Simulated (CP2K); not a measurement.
The N K edge of formylacetonitrile was computed by TDDFT (CP2K XAS_TDP, aug-cc-pVDZ, TDA) at these levels: BHandHLYP, PBEh(45%) and PBEh(45%) + GW2X. The first three lines of N1 (bonded to C) with a strength over 0.0015, energy in eV and strength:

```tsv
run	first	second	third
1	395.55 (0.054)	395.83 (0.055)	401.62 (0.005)
2	401.09 (0.054)	401.37 (0.054)	407.16 (0.005)
3	397.60 (0.055)	397.68 (0.053)	402.67 (0.002)
```

Q: Which run is which?

Run 1: PBEh(45%) (45 % exact exchange). Run 2: PBEh(45%) + GW2X (45 % exact exchange). Run 3: BHandHLYP (50 % exact exchange). Self-interaction lifts the core level, so the uncorrected lines rise with the share of exact exchange. The GW2X run keeps the spacings of its parent: 0.28 eV between the first two lines in run 2, 0.28 eV in run 1. Its shift is +5.54 eV, since the Kohn–Sham level at this share of exchange lies that far above the quasiparticle level.

[Banner, clock and machine lines of the logs are left out without a mark of their own.]

[Logs are printed without paths, hosts, clocks, repeated set-up lines and the standing remarks that a program may print on its own settings, such as how far it seeks lower states.]

[Hosts, paths, dates, database ids (printed as entryN), source tags and the programs' standing remarks are cut or masked in the printed files.]
